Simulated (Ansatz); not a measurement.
# Structural relaxation of graphene zigzag nanoribbon, H-capped, B on C sites (72 atoms), part 2 of 2

Wanted: the relaxed structure of graphene zigzag nanoribbon, H-capped, B on C sites (72 atoms) and its electronic structure.

Ansatz 0.2.0; Kohn-Sham DFT, PBEsol, PAW (set soft_2), plane waves.

The cell: 43 C, 5 B and 24 H. The main run has no spin polarisation. Only the Γ point is sampled, in a cell whose periodic width is 30 Å.

So far. Step 3 (Relaxation): The relaxation changed the energy by -90.3 meV/atom, and atoms moved by 0.40 Å r.m.s., 1.00 Å at most.

### Step 4. Local order after relaxation

Bonds before and after, by the cutoffs listed below:

| pair | bonds before | bonds after | mean before (Å) | mean after (Å) | spread before (Å) | spread after (Å) |
| --- | --- | --- | --- | --- | --- | --- |
| C-C | 48 | 48 | 1.426 | 1.406 | 0.025 | 0.026 |
| C-H | 22 | 22 | 1.088 | 1.098 | 0.035 | 0.002 |
| C-B | 11 | 11 | 1.404 | 1.518 | 0.025 | 0.023 |
| H-B | 2 | 2 | 1.078 | 1.212 | 0.030 | 0.002 |
| B-B | 1 | 1 | 1.458 | 1.674 | 0.000 | 0.000 |

Normalised to the volume that the atoms fill. g(r), total and by pair (bins of 0.2 Å):

| r (Å) | total | C-C | C-H | C-B | H-H | H-B | B-B |
| --- | --- | --- | --- | --- | --- | --- | --- |
| 1.00 | 1.21 | 0.00 | 3.04 | 0.00 | 0.00 | 0.00 | 0.00 |
| 1.20 | 0.35 | 0.00 | 0.61 | 0.00 | 0.00 | 2.23 | 0.00 |
| 1.40 | 2.04 | 5.33 | 0.00 | 1.72 | 0.00 | 0.00 | 0.00 |
| 1.60 | 0.26 | 0.00 | 0.00 | 2.81 | 0.00 | 0.00 | 5.75 |
| 1.80 | 0.00 | 0.00 | 0.00 | 0.00 | 0.00 | 0.00 | 0.00 |
| 2.00 | 0.00 | 0.00 | 0.00 | 0.00 | 0.00 | 0.00 | 0.00 |
| 2.20 | 0.71 | 0.00 | 1.66 | 0.00 | 0.41 | 0.00 | 0.00 |
| 2.40 | 1.25 | 2.41 | 0.10 | 0.77 | 1.98 | 1.55 | 0.00 |
| 2.60 | 0.71 | 0.33 | 1.01 | 1.72 | 0.21 | 0.49 | 0.00 |
| 2.80 | 0.32 | 0.59 | 0.07 | 0.71 | 0.00 | 0.45 | 0.00 |
| 3.00 | 0.15 | 0.15 | 0.09 | 0.53 | 0.16 | 0.00 | 0.00 |
| 3.20 | 0.01 | 0.00 | 0.00 | 0.00 | 0.00 | 0.16 | 0.00 |
| 3.40 | 0.23 | 0.00 | 0.56 | 0.00 | 0.06 | 0.00 | 0.00 |
| 3.60 | 0.15 | 0.18 | 0.12 | 0.00 | 0.00 | 0.79 | 0.00 |
| 3.80 | 0.33 | 0.68 | 0.07 | 0.71 | 0.00 | 0.00 | 0.00 |
| 4.00 | 0.25 | 0.03 | 0.57 | 0.12 | 0.00 | 0.10 | 0.00 |
| 4.20 | 0.21 | 0.38 | 0.08 | 0.21 | 0.00 | 0.59 | 0.00 |
| 4.40 | 0.08 | 0.10 | 0.04 | 0.20 | 0.03 | 0.09 | 0.81 |
| 4.60 | 0.13 | 0.00 | 0.29 | 0.04 | 0.13 | 0.00 | 0.00 |
| 4.80 | 0.31 | 0.24 | 0.40 | 0.04 | 0.33 | 0.44 | 0.00 |
| 5.00 | 0.21 | 0.14 | 0.25 | 0.27 | 0.22 | 0.41 | 0.00 |
| 5.20 | 0.12 | 0.10 | 0.10 | 0.18 | 0.23 | 0.06 | 0.00 |
| 5.40 | 0.03 | 0.02 | 0.03 | 0.10 | 0.02 | 0.06 | 0.00 |
| 5.60 | 0.08 | 0.10 | 0.01 | 0.00 | 0.36 | 0.00 | 0.00 |
| 5.80 | 0.05 | 0.05 | 0.01 | 0.06 | 0.19 | 0.00 | 0.00 |
| 6.00 | 0.03 | 0.08 | 0.01 | 0.00 | 0.02 | 0.00 | 0.00 |
| 6.20 | 0.13 | 0.10 | 0.20 | 0.20 | 0.00 | 0.04 | 0.43 |
| 6.40 | 0.12 | 0.14 | 0.13 | 0.04 | 0.00 | 0.25 | 0.00 |

Bonds by pair of elements; cutoffs follow the first minimum of g(r), held within bounds set by covalent radii, and pairs that aren't listed don't count as bonded:

| pair A-B | cutoff (Å) | bonds | mean length (Å) | spread (Å) | shortest (Å) | B about A | A about B |
| --- | --- | --- | --- | --- | --- | --- | --- |
| C-C | 1.82 | 48 | 1.41 | 0.026 | 1.36 | 2.23 | 2.23 |
| C-H | 1.34 | 22 | 1.10 | 0.002 | 1.09 | 0.512 | 0.917 |
| C-B | 1.93 | 11 | 1.52 | 0.023 | 1.49 | 0.256 | 2.2 |
| H-B | 1.44 | 2 | 1.21 | 0.002 | 1.21 | 0.083 | 0.4 |
| B-B | 2.05 | 1 | 1.67 | 0 | 1.67 | 0.4 | 0.4 |

How many atoms have how many bonded neighbours:

| element | mean | 1 | 3 |
| --- | --- | --- | --- |
| B | 3 | 0 | 5 |
| C | 3 | 0 | 43 |
| H | 1 | 24 | 0 |

Bond angles, per cent of each kind in bins of 5°:

| angle (°) | C-C-C | C-C-H | B-C-C |
| --- | --- | --- | --- |
| 115–120 | 41.2 | 89.7 | 47.1 |
| 120–125 | 58.8 | 10.3 | 52.9 |

Bond angles (no mean is given where the spread exceeds 20°):

| angle | count | mean (°) | spread (°) |
| --- | --- | --- | --- |
| C-C-C | 68 | 120 | 1.8 |
| C-C-H | 39 | 119 | 1.3 |
| B-C-C | 17 | 120 | 1.2 |
| C-B-C | 8 | 119 | 4.5 |
| B-C-H | 5 | 124 | 0.4 |

Counting bonds as in the table, all B atoms have 3, all C atoms have 3 and all H atoms have 1 bonded neighbour. The C-C-C angle averages 120° with a spread of 1.8°.

### Step 5. Single point at the relaxed geometry

One more single point at the end of the walk gives the fuller output and checks the residual forces.

input.yaml reads:

```yaml
crystal:
  lattice:
    - [29.52, 0.0, 0.0]
    - [0.0, 15.02056, 0.0]
    - [0.0, 0.0, 10.0]
  atoms:
    - { symbol: C, position: [0.00085, 0.47357, 0.49949] }
    - { symbol: C, position: [0.04285, 0.42956, 0.49896] }
    - { symbol: C, position: [0.03714, 0.62362, 0.49903] }
    - { symbol: C, position: [0.99814, 0.57081, 0.49955] }
    [... 62 atom lines left out ...]
    - { symbol: H, position: [0.79847, 0.33138, 0.49982] }
    - { symbol: H, position: [0.78913, 0.66401, 0.49986] }
    - { symbol: H, position: [0.88126, 0.34017, 0.50047] }
    - { symbol: H, position: [0.87076, 0.67307, 0.50062] }
    - { symbol: H, position: [0.96375, 0.35072, 0.49994] }
    - { symbol: H, position: [0.9527, 0.68271, 0.50009] }
kpoints:
  mp_grid: { grid: [1, 1, 1] }
hamiltonian:
  xc: pbesol
scf:
  occupations: { method: gaussian, width: 0.05 }
output:
  forces: true
  populations: true
  dos:
    method: { smearing: { sigma: 0.15 } }
    de: 0.1
    projected:
      site_lists:
        B: [B]
        C: [C]
        H: [H]
        sheet: [0, 1, 2, 3, 4, 5, 6, 7, 8, 9, 10, 11, 12, 13, 14, 15, 16, 17, 18, 19, 20, 21, 22, 23, 24, 25, 26, 27, 28, 29, 30, 31, 32, 33, 34, 35, 36, 37, 38, 39, 40, 41, 42, 43, 44, 45, 46, 47]
        hydrogen: [48, 49, 50, 51, 52, 53, 54, 55, 56, 57, 58, 59, 60, 61, 62, 63, 64, 65, 66, 67, 68, 69, 70, 71]
  eigenvalues: true
  write_density: true
  write_potential: true
  volumetric_format: npy
```

Command:

```sh
$ ansatz run input.yaml --threads 4 --pin off --max-ram 8192MiB --backend cpu --events-out ev --progress --plain --runs-dir out
```

Numbers of over 12 decimals in the logs are rounded to 6 here.

The program printed:

```text
[...]
Crystal: 72 atoms, lattice volume = 4434.069 Å³
Basis set: ecut = 420 eV, 86621 PW (Γ), exchange–correlation on 400×216×144 points (8 copies of the dense FFT grid, shifted against one another)
Bands: 178, of which v1, the nominal top of the filled ones, is band 106 counted from 1 (105 counted from 0)
Symmetry: 1 space group operations
[...]
k-points: 1
[...]
SCF iter   1: F=—  HF=-11737.249696 eV  |F-HF|=—  |Δ(HF+E_count)|=         —  Δρ=4.35e-3  dr2=2.43e0  ethr=1.77e-3  ⟨swp⟩=7.0  Hψ=925  notcnv=0  defer=48
[...]
SCF iter  23: F=-11736.923924 eV  HF=-11736.923924 eV  |F-HF|=2.51e-7  |Δ(HF+E_count)|=   7.19e-7  Δρ=8.44e-7  dr2=6.24e-8  ethr=4.74e-11  ⟨swp⟩=36.0  Hψ=2604  notcnv=0
SCF 1 converged in 23 iterations: F = -11736.923924 eV  dr2 = 6.24e-8
[...]
WARN: The output density's exchange-correlation potential varies sharply where the density is thin. Do not read a vacuum level from v_tot or v_xc, or from such a field of the output density. On a cell that repeats whose density bears no net charge and no dipole along the vacuum's axis use v_es (v_loc + v_h of the components); [...]
SCF converged after 23 iterations
Free energy (F): -11736.923924 eV
[...]
Internal energy: -11736.887063 eV  (E = F + TS)
E sigma→0 (E₀):  -11736.905493 eV
Entropy (-TS):   -0.036861 eV (-0.512 meV/atom)
Fermi energy:    -3.282307 eV
[...]
--- Forces (eV/Å), atoms counted from 1 ---
  atom   1  C      0.00314962     0.00160971    -0.00036490
  atom   2  C     -0.00901965    -0.00142546     0.00237669
  atom   3  C      0.00628766     0.00154651     0.00383581
  atom   4  C      0.00961262    -0.00406912    -0.00290918
  atom   5  C     -0.00763844     0.00854685     0.00142330
  atom   6  C      0.01308527    -0.00761544    -0.00529004
  atom   7  C     -0.00719078    -0.00373994    -0.00160033
  atom   8  B      0.00340946     0.00131212    -0.00124324
  atom   9  C      0.00039966     0.00289617     0.00009906
  atom  10  C     -0.00490831    -0.00206432    -0.00079567
  atom  11  C      0.00829085     0.00461858     0.00029526
  atom  12  C     -0.00929146    -0.00497181     0.00135839
  atom  13  C     -0.00344281     0.00506460     0.00087571
  atom  14  C      0.00657558    -0.00976727    -0.00210141
[...]
atom  71  H      0.00143960     0.00123281     0.00027330
  atom  72  H     -0.00101390    -0.00160033     0.00023773
  max |Σ_I F_I| component: 1.14e-4 eV/Å
--- Band table (eV) ---
[...]
--- Löwdin populations: 72 sites ---
  site symbol       q [e]
     0      C      3.9558
     1      C      4.0875
     2      C      4.2045
[...]
71      H      0.7987
  spilling = 0.012516 (of n_electrons = 211.000000)
```

Elapsed: 52 s, on 4 threads of Arm Neoverse V2, shared host; peak memory 3.1 GiB.

The program notes that the exchange-correlation potential is rough where the density is thin.

Numbers from this run:

```yaml
free_energy: -11736.9239 eV
free_energy_per_atom: -163.0128 eV/atom
scf_cycles: 23
r_m_s_force_component: 0.00463 eV/Å
longest_force: 0.0263 eV/Å
fermi_energy: -3.282 eV
levels_partly_filled_by_over_2_per_cent: 2
spilling_of_the_projection: 0.01252
```

Löwdin charges by element (they lack the spilled electrons, 0.037 e an atom on average):

| element | coordination | atoms | mean charge (e) | spread | least | most |
| --- | --- | --- | --- | --- | --- | --- |
| B | all | 5 | 0.0307 | 0.0361 | -0.0249 | 0.0617 |
| C | all | 43 | -0.0438 | 0.0819 | -0.204 | 0.0844 |
| H | all | 24 | 0.182 | 0.0439 | 0.0374 | 0.205 |

By region:

| region | atoms | mean length of the force (eV/Å) |
| --- | --- | --- |
| sheet | 48 | 0.008 |
| hydrogen | 24 | 0.004 |

Density of states as counts of states in windows of 1 eV (from the Fermi level), total and the larger projections:

| from (eV) | to (eV) | total | sheet | C p | H s | hydrogen | B p | C s |
| --- | --- | --- | --- | --- | --- | --- | --- | --- |
| -18 | -17 | 5.8 | 5.5 | 0.9 | 0.2 | 0.2 | 0.1 | 4.5 |
| -17 | -16 | 6.3 | 5.9 | 1.4 | 0.3 | 0.3 | 0.1 | 4.3 |
| -16 | -15 | 9.5 | 8.8 | 2.6 | 0.5 | 0.5 | 0.2 | 6.0 |
| -15 | -14 | 9.0 | 8.4 | 3.0 | 0.5 | 0.5 | 0.2 | 5.2 |
| -14 | -13 | 6.1 | 5.7 | 2.6 | 0.3 | 0.3 | 0.1 | 2.9 |
| -13 | -12 | 7.2 | 6.6 | 3.0 | 0.4 | 0.4 | 0.2 | 3.2 |
| -12 | -11 | 7.5 | 6.8 | 3.8 | 0.6 | 0.6 | 0.2 | 2.7 |
| -11 | -10 | 10.6 | 9.2 | 6.0 | 1.2 | 1.2 | 0.2 | 2.9 |
| -10 | -9 | 8.9 | 7.9 | 5.4 | 0.9 | 0.9 | 0.3 | 1.9 |
| -9 | -8 | 10.7 | 9.5 | 7.4 | 1.0 | 1.0 | 0.3 | 1.4 |
| -8 | -7 | 12.6 | 10.4 | 8.3 | 2.1 | 2.1 | 0.3 | 1.4 |
| -7 | -6 | 21.5 | 18.0 | 15.9 | 3.1 | 3.1 | 0.4 | 1.2 |
| -6 | -5 | 24.0 | 20.6 | 19.0 | 3.0 | 3.0 | 0.6 | 0.5 |
| -5 | -4 | 21.0 | 18.3 | 16.7 | 2.5 | 2.5 | 1.0 | 0.3 |
| -4 | -3 | 16.4 | 15.3 | 13.6 | 1.0 | 1.0 | 1.5 | 0.2 |
| -3 | -2 | 18.4 | 16.6 | 13.4 | 1.7 | 1.7 | 2.8 | 0.3 |
| -2 | -1 | 9.4 | 9.1 | 6.8 | 0.2 | 0.2 | 2.2 | 0.1 |
| -1 | 0 | 4.6 | 4.6 | 3.9 | 0.0 | 0.0 | 0.7 | 0.0 |
| 0 | 1 | 5.1 | 5.1 | 4.6 | 0.0 | 0.0 | 0.4 | 0.0 |
| 1 | 2 | 5.1 | 5.1 | 4.2 | 0.0 | 0.0 | 0.8 | 0.0 |
| 2 | 3 | 5.3 | 5.2 | 4.6 | 0.0 | 0.0 | 0.6 | 0.0 |
| 3 | 4 | 18.9 | 10.4 | 9.6 | 1.2 | 1.2 | 0.6 | 0.2 |
| 4 | 5 | 28.3 | 7.7 | 5.3 | 2.5 | 2.5 | 1.7 | 0.7 |

Between -19 and -18 eV lie 2 more states.

The levels nearest the highest filled one (over half full), pooled over k-points and spins:

| level less the highest filled one (eV) | occupation |
| --- | --- |
| -1.15 | 2 |
| -0.788 | 2 |
| -0.396 | 2 |
| -0.379 | 2 |
| -0.353 | 2 |
| 0 | 2 |
| 0.731 | 0.869 |
| 0.778 | 0.131 |
| 1.11 | 0 |
| 1.76 | 0 |
| 1.94 | 0 |
| 2.28 | 0 |

Electrostatic potential energy in the ab plane at fractional z = 0.498, with atoms of C and B and H within 0.2 Å of it. With pseudopotentials it is smooth inside the atoms' cores, unlike the true potential.

Ten even steps from '0' (-67 eV) to '9' (1 eV), each cell a mean:
```
99999999999999999999999999999999999999999999
99999999999999999999999999999999999999999999
99999999999999999999999999999999999999999999
99999999999999999999999999999999999999999999
99999999999999999999999999999999999999999999
99999999999999999999999999999999999999999999
99779999997799998799999889999999999999999999
98458999985589996379998458999996599999899999
87214888840278873258997336999974599996379997
35325622553442252145345115656610388863379986
15898633689851268873027887303765521440156661
47899855799864589986468998767999731587740056
03666500465630156661027786115898634799974589
56300666610276750046563025325435401567730389
99745899864699984479985248987204777400542465
99846999974799984599996379998548999745899851
99999999999999999999999899999769999737999975
99999999999999999999999999999999999999999964
99999999999999999999999999999999999999999999
99999999999999999999999999999999999999999999
99999999999999999999999999999999999999999999
99999999999999999999999999999999999999999999
99999999999999999999999999999999999999999999
99999999999999999999999999999999999999999999
```
Columns run along a (16.0 Å, from fractional 0.00 to 0.54 of the cell; values clipped at the 3rd and 97th percentile), rows up along b (15.0 Å). Atoms in or near the plane, at fractional coordinates: C at (0.00, 0.47), C at (0.04, 0.43), C at (0.04, 0.62), C at (0.08, 0.48), C at (0.12, 0.43), C at (0.13, 0.63), B at (0.08, 0.58), C at (0.17, 0.48), C at (0.21, 0.43), C at (0.21, 0.62), C at (0.17, 0.58), C at (0.25, 0.47), C at (0.29, 0.42), C at (0.29, 0.61) and more.

Valence density in the ab plane at fractional z = 0.498, with atoms of C and B and H within 0.2 Å of it. It is the smooth field of the valence electrons, not physical close to the nuclei.

Values in e/Å³, 13 rows by 16 columns, each cell a mean:
```
0.0 0.0 0.0 0.0 0.0 0.0 0.0 0.0 0.0 0.0 0.0 0.0 0.0 0.0 0.0 0.0
0.0 0.0 0.0 0.0 0.0 0.0 0.0 0.0 0.0 0.0 0.0 0.0 0.0 0.0 0.0 0.0
0.0 0.0 0.0 0.0 0.0 0.0 0.0 0.0 0.0 0.0 0.0 0.0 0.0 0.0 0.0 0.0
0.3 0.4 0.0 0.3 0.3 0.1 0.4 0.0 0.3 0.1 0.0 0.1 0.0 0.0 0.0 0.0
1.0 1.4 0.4 1.4 1.1 0.7 1.5 0.4 1.4 0.6 0.3 1.3 0.2 0.6 0.4 0.2
1.6 0.9 0.8 0.9 1.4 1.6 1.2 1.8 1.3 1.0 1.0 1.6 1.4 1.7 1.3 1.2
1.5 0.8 1.7 0.9 1.4 1.4 0.8 1.7 0.6 1.2 0.9 0.5 1.6 0.5 1.5 1.2
1.0 1.7 0.8 1.6 1.1 1.1 1.6 1.0 1.8 1.3 1.6 1.6 1.6 1.4 1.7 1.0
0.1 0.7 0.1 0.6 0.2 0.3 0.6 0.1 0.9 0.1 0.8 0.7 0.4 1.4 0.4 0.8
0.0 0.0 0.0 0.0 0.0 0.0 0.0 0.0 0.0 0.0 0.0 0.0 0.1 0.2 0.1 0.7
0.0 0.0 0.0 0.0 0.0 0.0 0.0 0.0 0.0 0.0 0.0 0.0 0.0 0.0 0.0 0.0
0.0 0.0 0.0 0.0 0.0 0.0 0.0 0.0 0.0 0.0 0.0 0.0 0.0 0.0 0.0 0.0
0.0 0.0 0.0 0.0 0.0 0.0 0.0 0.0 0.0 0.0 0.0 0.0 0.0 0.0 0.0 0.0
```
Columns run along a (16.0 Å, from fractional 0.00 to 0.54 of the cell), rows up along b (15.0 Å). Atoms in or near the plane, at fractional coordinates: C at (0.00, 0.47), C at (0.04, 0.43), C at (0.04, 0.62), C at (0.08, 0.48), C at (0.12, 0.43), C at (0.13, 0.63), B at (0.08, 0.58), C at (0.17, 0.48), C at (0.21, 0.43), C at (0.21, 0.62), C at (0.17, 0.58), C at (0.25, 0.47), C at (0.29, 0.42), C at (0.29, 0.61) and more.

Mean Löwdin charges: B +0.03, C -0.04, H +0.18 e (they miss 1.3 % of the electrons, so they add up to more than the cell's charge). Charges this small depend on the projection, at times even in sign. Within 0.4 eV of the Fermi level the largest share is C p (93 % of the projected weight).

Local excerpt of 10 atoms (numbers count through the whole input) about B35, one of the 5 B atoms; x, y, z are measured from there.

| atom | x | y | z | distance (Å) | bonds | Löwdin charge (e) |
| --- | --- | --- | --- | --- | --- | --- |
| B35 | 0.00 | 0.00 | 0.00 | 0.00 | 3 | 0.06 |
| H66 | -0.12 | 1.20 | 0.00 | 1.21 | 1 | 0.04 |
| C36 | -1.19 | -0.93 | 0.00 | 1.51 | 3 | -0.10 |
| C40 | 1.37 | -0.67 | 0.01 | 1.52 | 3 | -0.07 |
| C31 | -2.45 | -0.39 | 0.00 | 2.48 | 3 | -0.03 |
| C39 | 2.52 | 0.06 | 0.02 | 2.52 | 3 | -0.07 |
| C37 | 1.44 | -2.12 | 0.01 | 2.56 | 3 | 0.06 |
| C33 | -1.03 | -2.38 | 0.00 | 2.59 | 3 | 0.08 |
| H64 | -2.55 | 0.71 | 0.00 | 2.64 | 1 | 0.19 |
| H68 | 2.47 | 1.15 | 0.02 | 2.72 | 1 | 0.20 |

The column of bonds counts only the pairs C-C within 1.82 Å, C-H within 1.34 Å, C-B within 1.93 Å, H-B within 1.44 Å, B-B within 2.05 Å; other neighbours, such as metal atoms beside each other in a compound, aren't counted, and periodic images can show an atom twice.

### Step 6. A run with a doubtful setting

A doubtful change is made on purpose, to see how the program answers.

input.yaml reads:

```yaml
crystal:
  lattice:
    - [29.52, 0.0, 0.0]
    - [0.0, 15.02056, 0.0]
    - [0.0, 0.0, 10.0]
  atoms:
    [... the 72 atom lines of step 2 ...]
kpoints:
  mp_grid: { grid: [1, 1, 1] }
hamiltonian:
  xc: pbesol
scf:
  occupations: { method: gaussian, width: 0.05 }
  max_iter: 100
output:
  forces: true
basis:
  ecutwfc: "80 eV"
```

The program printed:

```text
Warning: basis.ecutwfc = 80 eV is below the records' recommended 420 eV, and the density's cutoff is lower with it unless basis.ecutrho_ratio is high enough to keep the records' density cutoff: compare with a run at a higher cutoff
[...]
Crystal: 72 atoms, lattice volume = 4434.069 Å³
Basis set: ecut = 80 eV, 7189 PW (Γ), exchange–correlation on 180×90×60 points (8 copies of the dense FFT grid, shifted against one another)
Bands: 178, of which v1, the nominal top of the filled ones, is band 106 counted from 1 (105 counted from 0)
Symmetry: 1 space group operations
[...]
k-points: 1
[...]
SCF iter   1: F=—  HF=-11237.026518 eV  |F-HF|=—  |Δ(HF+E_count)|=         —  Δρ=6.63e-2  dr2=1.73e2  ethr=1.77e-3  ⟨swp⟩=13.0  Hψ=1385  notcnv=0  defer=20
[...]
SCF iter   3: F=—  HF=-11172.295116 eV  |F-HF|=—  |Δ(HF+E_count)|=    1.15e1  Δρ=9.54e-3  dr2=9.67e0  ethr=1.77e-3  ⟨swp⟩=4.0  Hψ=334  notcnv=0  defer=12
automatic band count: iteration 3 solves 123 bands in place of 178: the levels show a gap, and the empty bands left out lie too high to hold charge; the band table lists the bands solved (type scf.n_extra_bands for more)
SCF iter   4: F=—  HF=-11169.890931 eV  |F-HF|=—  |Δ(HF+E_count)|=    2.40e0  Δρ=3.05e-3  dr2=9.39e-1  ethr=1.77e-3  ⟨swp⟩=5.0  Hψ=247  notcnv=0  defer=6
[...]
SCF iter  24: F=-11169.625295 eV  HF=-11169.625295 eV  |F-HF|=2.61e-8  |Δ(HF+E_count)|=   9.11e-8  Δρ=7.05e-7  dr2=7.62e-8  ethr=4.74e-11  ⟨swp⟩=4.0  Hψ=370  notcnv=0
SCF 1 converged in 24 iterations: F = -11169.625295 eV  dr2 = 7.62e-8
[...]
SCF converged after 24 iterations
Free energy (F): -11169.625295 eV
[...]
Internal energy: -11169.597085 eV  (E = F + TS)
E sigma→0 (E₀):  -11169.611190 eV
Entropy (-TS):   -0.028209 eV (-0.392 meV/atom)
Fermi energy:    -2.218091 eV
[...]
--- Forces (eV/Å), atoms counted from 1 ---
  atom   1  C     -2.37645282    -4.90978694    -0.05138312
  atom   2  C      2.67848395    -4.09088221     0.04908625
  atom   3  C     -8.35162625     6.96368657     0.06307003
  atom   4  C      0.63118150     4.45728636    -0.04770506
  atom   5  C      1.54903693    -6.37096849     0.16749551
  atom   6  C     -6.79679316    -3.21335293    -0.02224254
  atom   7  C     -0.00084075     7.96988227     0.06914520
  atom   8  B      4.52917221    -2.56550243    -0.08509992
  atom   9  C      4.46916983     0.16944035    -0.30678255
  atom  10  C     -3.13572644     3.41304149     0.09796435
  atom  11  C     -4.74190172     2.56167936     0.08869119
  atom  12  C      4.47377722    -0.36690194     0.04725301
  atom  13  C      4.29001562     1.24320638     0.05518052
  atom  14  C     -1.06951769     1.45579358    -0.12640315
[...]
atom  71  H     -0.10802382    -8.18313239     0.18715809
  atom  72  H     -0.00590037     5.41295708     0.01988652
  max |Σ_I F_I| component: 1.15e-2 eV/Å
```

Run time: 4.6 s. Hardware: 4 threads; peak memory 0.49 GiB.

The program notes that the cutoff lies under the one recommended for these potentials.

The run converged on the changed input; its numbers don't describe the system as set up.

The fault in the input: a cutoff far too low (basis.ecutwfc = "80 eV"). The fix is to take out basis.ecutwfc.

Against the single point at the start:

| Property | Result |
| --- | --- |
| r.m.s. difference of force components | 2229 meV/Å |
| longest difference of force vectors | 8364 meV/Å |
| force difference over r.m.s. force | 123.5 % |

### Step 7. Results

```json
{
  "energy change in the relaxation": "-90.31 meV/atom",
  "r.m.s. displacement": "0.395 Å",
  "largest displacement": "0.996 Å",
  "free energy per atom": "-163.0128 eV/atom",
  "r.m.s. force component": "0.00463 eV/Å",
  "wall time of the 4 DFT runs": "5.2 min"
}
```

What this shows: Relaxation lowers the energy by 90.3 meV/atom and moves atoms by 0.40 Å r.m.s.; the r.m.s. force component goes from 1.8 to 0.0046 eV/Å. By the final cutoffs no bond was broken or made. From the first step to the last the energy fell by 6.502 eV, and the largest move was 1.00 Å (H61). The C-B bonds go from 1.404 Å (spread 0.025) to 1.518 Å (spread 0.023). Counting bonds as in the table, all B atoms have 3, all C atoms have 3 and all H atoms have 1 bonded neighbour. No gap is quoted: the electron count is odd and spin is off, so a level is left part filled.

[Logs are printed without paths, hosts, clocks, repeated set-up lines and the standing remarks that a program may print on its own settings, such as how far it seeks lower states.]

[Hosts, paths, dates, database ids (printed as entryN), source tags and the programs' standing remarks are cut or masked in the printed files.]
